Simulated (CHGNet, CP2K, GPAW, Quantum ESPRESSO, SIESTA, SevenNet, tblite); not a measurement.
**Other levels on random packing of Mg53Si47 (at. %) (73 atoms)**

Density of this cell: 2.20 g/cm³. The cell holds 73 atoms: 39 Mg and 34 Si. Its edges and angles: a = 11.274 Å, b = 11.274 Å, c = 11.274 Å, α = 90.0°, β = 90.0°, γ = 90.0°. 73 atoms (39 Mg, 34 Si) packed at random in a cube at 2.21 g/cm³ and pushed apart as soft spheres; a start for melting by ab initio MD, not an equilibrated structure. Then every atom was moved at random, 0.05 Å r.m.s. a Cartesian component.

Geometry: as built.

The reference, a calculation:

| Item | Value |
| --- | --- |
| method | Kohn-Sham DFT, PBE, SSSP efficiency 1.3.0 pseudopotentials, plane waves (Quantum ESPRESSO 7.5); sssp-pbe-1.3.0-efficiency, cutoffs 45/360 Ry, Γ point |
| r.m.s. force component | 0.9984 eV/Å |
| longest force | 3.846 eV/Å |
| pressure | 9.272 GPa |
| time | 1.9 min on 4 MPI ranks of Arm Neoverse V2, shared host |
| CPU time | 7.4 min |

**Question.** The same geometry is run in other programs. How far does each lie from the reference, and what does it cost?
- SevenNet l3i5 potential (SevenNet l3i5; 1 thread)
- SevenNet 0 potential (SevenNet 0; 1 thread)
- GPAW LDA, LCAO dzp, h 0.2 Å (GPAW 26.7.0; 1 thread)
- GPAW PBE, LCAO dzp, h 0.2 Å (GPAW 26.7.0; 1 thread)
- GPAW PBE, LCAO dzp, h 0.15 Å (GPAW 26.7.0; 1 thread)
- GPAW PBE, LCAO szp(dzp), h 0.2 Å (GPAW 26.7.0; 1 thread)
- GPAW PBE, LCAO dzp, h 0.2 Å, other mixer settings (GPAW 26.7.0; 1 thread)
- CP2K PBE, DZVP-UZH, 1200/50 Ry, diagonalisation (CP2K 2026.2; 1 thread)
- CHGNet r2SCAN potential (CHGNet r2SCAN; 1 thread)
- SIESTA PBE, DZP, shift 0.01 Ry, mesh 500 Ry (SIESTA 5.4.2; 2 MPI ranks)

Differences are against the plane-wave reference, forces as r.m.s. over components; share is that over the reference's r.m.s. force, slope the least-squares factor from reference forces to these. Total energies of different programs have different zeros and aren't compared.

```csv
run,"Δ force, r.m.s. (meV/Å)",share (%),slope,Δ pressure (GPa),cores,CPU time,memory (GiB)
reference,-,-,-,-,4,7.4 min,3.3
SevenNet l3i5 potential,217,21.7,1.047,-0.0436,1,7.6 s,1.1
SevenNet 0 potential,240,24.0,1.072,0.473,1,6 s,0.76
"GPAW LDA, LCAO dzp, h 0.2 Å",49.2,4.93,0.975,-,1,7.3 min,1.8
"GPAW PBE, LCAO dzp, h 0.2 Å",78.3,7.84,1.056,-,1,7.5 min,1.8
"GPAW PBE, LCAO dzp, h 0.15 Å",78.4,7.86,1.056,-,1,18 min,4.2
"GPAW PBE, LCAO szp(dzp), h 0.2 Å (coarse)",107,10.7,1.062,-,1,5.3 min,1.7
"GPAW PBE, LCAO dzp, h 0.2 Å, other mixer settings",77.9,7.80,1.056,-,1,9.5 min,1.7
"CP2K PBE, DZVP-UZH, 1200/50 Ry, diagonalisation",315,31.5,0.965,1.07,1,6.4 min,10
CHGNet r2SCAN potential,292,29.2,0.837,-3.61,1,3 s,0.8
"SIESTA PBE, DZP, shift 0.01 Ry, mesh 500 Ry",193,19.3,1.153,2.22,2,8.5 min,2.4
```

Rows marked coarse were listed beforehand as settings not expected to be converged; some can still land near the reference.

Times of the machine-learned potentials are mostly Python's start and the loading of weights.

CPU time is summed over cores on a shared host, where runs went side by side, so it is rough. Symmetry, cutoffs, thresholds, outputs and thread counts weren't matched or tuned between programs; memory under MPI is the largest rank's times the ranks.

The PBE runs in local orbitals, coarse settings apart, differ by 7.8 % (GPAW PBE, LCAO dzp, h 0.2 Å, other mixer settings) to 32 % (CP2K PBE, DZVP-UZH, 1200/50 Ry, diagonalisation); basis, grid and potentials can all enter. Machine-learned potentials differ by 22 % (SevenNet l3i5 potential) to 29 % (CHGNet r2SCAN potential); they were trained on other programs' data, some at another functional. Rows with another functional or a dispersion term differ by 4.9 % (GPAW LDA, LCAO dzp, h 0.2 Å), which mixes the change of model with differences of basis and potentials. Runs with settings chosen to be coarse differ by 11 % (GPAW PBE, LCAO szp(dzp), h 0.2 Å), their programs' other errors included. Machine-learned potentials mimic data converged in k, so the reference's own k-point error enters their differences. The electronic-structure runs sample only Γ, in a cell whose shortest periodic width is 11 Å, which is coarse for a cell with partly filled levels.

[Logs are printed without paths, hosts, clocks, repeated set-up lines and the standing remarks that a program may print on its own settings, such as how far it seeks lower states.]

[Hosts, paths, dates, database ids (printed as entryN), source tags and the programs' standing remarks are cut or masked in the printed files.]
